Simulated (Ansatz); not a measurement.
# How many bands does the GW gap of VBiO4 (Clinobisvanite) need?, part 2 of 2

How do accuracy and time trade against each other in G0W0 on VBiO4 (Clinobisvanite)?

Ansatz 0.2.0; G0W0 on LDA, plane waves, PAW. Known limits of the many-body steps: not at the basis limit; no spin polarisation; d states lean on the start; no spin-orbit coupling; coarse k mesh.

So far. Step 4 (847 empty bands, screening to 180 eV): Against the run with 4×4×4 mesh, 394 empty bands, screening to 108 eV, the gap moves by +0.11 eV.

## (5) Changing the k mesh: 2×2×4 mesh, 394 empty bands, screening to 108 eV

Only the mesh changes. It samples the long-range screening, which converges on its own terms. Bands and cutoff differ from the step before, so it is read against an earlier run that matches them.

input.yaml reads:

```yaml
crystal:
  lattice:
    - [3.6235830947, -5.8486, 0.0]
    - [3.6235830947, 5.8486, 0.0]
    - [-3.5500110127, 0.0, 3.6473943918]
  atoms:
    - { symbol: V, position: [0.87, 0.13, 0.75] }
    - { symbol: V, position: [0.13, 0.87, 0.25] }
    - { symbol: Bi, position: [0.3665, 0.6335, 0.75] }
    - { symbol: Bi, position: [0.6335, 0.3665, 0.25] }
    - { symbol: O, position: [0.9383, 0.3547, 0.6388] }
    - { symbol: O, position: [0.6453, 0.0617, 0.8612] }
    - { symbol: O, position: [0.0617, 0.6453, 0.3612] }
    - { symbol: O, position: [0.3547, 0.9383, 0.1388] }
    - { symbol: O, position: [0.8113, 0.7099, 0.8796] }
    - { symbol: O, position: [0.2901, 0.1887, 0.6204] }
    - { symbol: O, position: [0.1887, 0.2901, 0.1204] }
    - { symbol: O, position: [0.7099, 0.8113, 0.3796] }
kpoints:
  mp_grid: { grid: [2, 2, 4] }
hamiltonian:
  xc: lda
scf:
  occupations: { method: fixed }
gw:
  n_empty_bands: 394
  ecut_chi: 108
  qp_bands: [v4, c4]
  qp_kpoints: band_edges
  screening: { model: contour_deformation }
```

The run is started by

```bash
$ ansatz run input.yaml --threads 3 --pin off --max-ram 92160MiB --backend cuda --events-out ev --progress --plain --runs-dir out --devices 1 --max-vram 13GiB  # rebuilt from the run's record
```

Numbers of over 12 decimals in the logs are rounded to 6 here.

Output:

```text
GPUs: using 1 of 1 available (devices: 1).
[...]
GPU FFT provider: cuFFT
GPU libraries: cuBLAS 13.8.2, cuFFT 12.4.0, cuSOLVER 12.3.4
Crystal: 12 atoms, lattice volume = 154.598 Å³
Basis set: ecut = 420 eV, 3041 PW (Γ)
Bands: 64, of which v1, the nominal top of the filled ones, is band 52 counted from 1 (51 counted from 0)
Symmetry: 4 space group operations
[...]
k-points: 9 of 16
[...]
0    56     11.5452   -17.2110    -6.3845   -25.0572  0.6876    13.0986    13.0068  root
[...]
8    53     11.0243   -16.6368    -6.1935   -24.3312  0.6999    12.6008    12.5252  root
     8    54     11.0243   -16.6368    -6.1935   -24.3312  0.6999    12.6008    12.5252  root
     8    55     11.2021   -15.8558    -5.8856   -23.2315  0.7209    12.7517    12.6922  root
     8    56     11.2021   -15.8558    -5.8856   -23.2315  0.7209    12.7517    12.6922  root
[key lines of the parts left out:]
SCF converged after 9 iterations
Free energy (F): -34338.254456 eV
Fermi energy:    8.050453 eV
```

The job ended after 29 s (1 × NVIDIA H100 80GB HBM3 (shared by 6 runs) with 3 threads of AMD EPYC 7R13 (Zen 3), shared host; peak memory 1.5 GiB; 50 s of CPU time).

This step gave:

- bands summed: 446
- RPA ε∞ on this mesh (eigenvalues): 5.947, 6.901, 7.428
- plane waves in the screening matrix: 401
- G0W0 gap on the mesh: 3.704 eV
- k of the valence top: 0, 0, 0.25
- k of the conduction bottom: 0, -0.5, -0.5
- starting gap on the mesh: 2.299 eV
- least direct G0W0 gap on the computed points: 3.766 eV

Against the run with 4×4×4 mesh, 394 empty bands, screening to 108 eV, the gap moves by +0.019 eV, while the start moved by +0.02 eV. A band edge is found at another k point on this mesh.

## (6) Changing the frequency model: 4×4×4 mesh, 847 empty bands, screening to 180 eV, plasmon pole

A plasmon pole stands in for the full frequency dependence of the screening; this run shows what that costs in accuracy. Bands and cutoff differ from the step before, so it is read against an earlier run that matches them.

Changes to input.yaml since step 5:

```diff
@@ -19,3 +19,3 @@
 kpoints:
-  mp_grid: { grid: [2, 2, 4] }
+  mp_grid: { grid: [4, 4, 4] }
 hamiltonian:
@@ -25,6 +25,6 @@
 gw:
-  n_empty_bands: 394
-  ecut_chi: 108
+  n_empty_bands: 847
+  ecut_chi: 180.0
   qp_bands: [v4, c4]
   qp_kpoints: band_edges
-  screening: { model: contour_deformation }
+  screening: { model: godby_needs }
```

Output:

```text
GPUs: using 1 of 1 available (devices: 1).
[...]
GPU FFT provider: cuFFT
GPU libraries: cuBLAS 13.8.2, cuFFT 12.4.0, cuSOLVER 12.3.4
Crystal: 12 atoms, lattice volume = 154.598 Å³
Basis set: ecut = 420 eV, 3041 PW (Γ)
Bands: 64, of which v1, the nominal top of the filled ones, is band 52 counted from 1 (51 counted from 0)
Symmetry: 4 space group operations
[...]
k-points: 24 of 64
[...]
0    56     11.5448   -17.2217    -6.3322   -25.0574  0.7468    13.0686    13.0482  root
[...]
23    53     11.0238   -16.6484    -6.1721   -24.3320  0.7520    12.5531    12.5353  root
    23    54     11.0238   -16.6484    -6.1721   -24.3320  0.7520    12.5531    12.5353  root
    23    55     11.2017   -15.8890    -5.8860   -23.2312  0.7657    12.6719    12.6580  root
    23    56     11.2017   -15.8890    -5.8860   -23.2312  0.7657    12.6719    12.6580  root
[key lines of the parts left out:]
SCF converged after 9 iterations
Free energy (F): -34338.252701 eV
Fermi energy:    8.072697 eV
```

Run time: 6.8 min. Hardware: 1 × NVIDIA H100 80GB HBM3 (shared by 6 runs) with 3 threads; peak memory 9.8 GiB.

Numbers from this step:

```
bands summed                                 : 899
plasmon-pole fit frequency                   : 30.46 eV
RPA ε∞ on this mesh (eigenvalues)            : 5.945, 6.887, 7.292
plane waves in the screening matrix          : 841
G0W0 gap on the mesh                         : 3.809 eV
k of the valence top                         : 0.25, 0.25, 0
k of the conduction bottom                   : 0, -0.5, -0.5
starting gap on the mesh                     : 2.276 eV
least direct G0W0 gap on the computed points : 3.834 eV
```

Against the run with 4×4×4 mesh, 847 empty bands, screening to 180 eV, the gap moves by +0.017 eV.

## (7) Convergence and cost

Times are wall times on 1 × NVIDIA H100 80GB HBM3 (shared by 6 runs) with 3 threads of AMD EPYC 7R13 (Zen 3), shared host, good to a factor of about two.

| mesh | files | frequency | bands summed | cutoff (eV) | start (eV) | G0W0 (eV) | time | host memory (GiB) |
| --- | --- | --- | --- | --- | --- | --- | --- | --- |
| 4×4×4 | default PAW | contour deformation | 191 | 54 | 2.276 | 3.797 | 63 s | 1.4 |
| 4×4×4 | default PAW | contour deformation | 446 | 108 | 2.276 | 3.684 | 88 s | 2.3 |
| 4×4×4 | default PAW | contour deformation | 899 | 180 | 2.276 | 3.792 | 4.3 min | 4.9 |
| 2×2×4 | default PAW | contour deformation | 446 | 108 | 2.299 | 3.704 | 29 s | 1.5 |
| 4×4×4 | default PAW | plasmon pole | 899 | 180 | 2.276 | 3.809 | 6.8 min | 9.8 |

How the two edges are built up, in eV (the quasiparticle level is the starting level plus Σx plus Σc less Vxc):

| run | edge | start | Σx | Σc | Vxc | Z | QP |
| --- | --- | --- | --- | --- | --- | --- | --- |
| 191 bands | valence top | 8.07 | -24.57 | 3.59 | -21.38 | 0.74 | 8.47 |
| 191 bands | conduction bottom | 10.35 | -15.53 | -5.61 | -23.05 | 0.73 | 12.26 |
| 446 bands | valence top | 8.07 | -24.57 | 3.27 | -21.38 | 0.73 | 8.15 |
| 446 bands | conduction bottom | 10.35 | -15.53 | -6.04 | -23.05 | 0.72 | 11.84 |
| 899 bands | valence top | 8.05 | -24.24 | 2.83 | -21.19 | 0.73 | 7.83 |
| 899 bands | conduction bottom | 10.35 | -15.53 | -6.25 | -23.05 | 0.72 | 11.63 |

 Where G0W0 reorders the edges (899 bands), the two states listed lie further apart at the start than the starting gap.

## (8) Summary of results

| Property | Result |
| --- | --- |
| 191 bands, 54 eV | 3.797 eV |
| 446 bands, 108 eV | 3.684 eV |
| 899 bands, 180 eV | 3.792 eV |
| mesh and start | 4×4×4, LDA |

In words: From 191 to 899 bands the gap moves by −0.01 eV while the time grows 4.1-fold. The gap turns back along the series, so no limit is drawn from it. On the 2×2×4 mesh in place of 4×4×4 the gap differs by +0.02 eV, of which +0.02 eV is already in the start. The plasmon-pole model gives +0.02 eV against contour deformation, 1 % of the correction, and saved no time in this program. The 4×4×4 mesh misses a band edge: over a band path and its finer mesh (run apart) the LDA gap is 2.18 eV, so the G0W0 gap over the zone may lie about 0.10 eV below its value on the mesh. Where an edge is built on 6p states of lead, bismuth or thallium, scalar-relativistic gaps usually stand too wide, by a few tenths to over one eV. The runs have no spin polarisation. For a closed low-spin shell that is the natural state; where a d or f shell is open it is a constraint, and the gap is then not the crystal's own. With d states at the gap, one-shot GW leans hard on its start. The many-body steps are scalar-relativistic: spin-orbit coupling is not in them.

[Paths, hosts, dates, memory and timing lines, banners, echoed tables and standing remarks are left out of the program output.]

[Logs are printed without paths, hosts, clocks, repeated set-up lines and the standing remarks that a program may print on its own settings, such as how far it seeks lower states.]

[Runs of the session that timed out or met a known fault of the program may be left out.]

[Cells called generated may have been cut or substituted from an entry of the Crystallography Open Database or the Materials Project.]

[Hosts, paths, dates, database ids (printed as entryN), source tags and the programs' standing remarks are cut or masked in the printed files.]
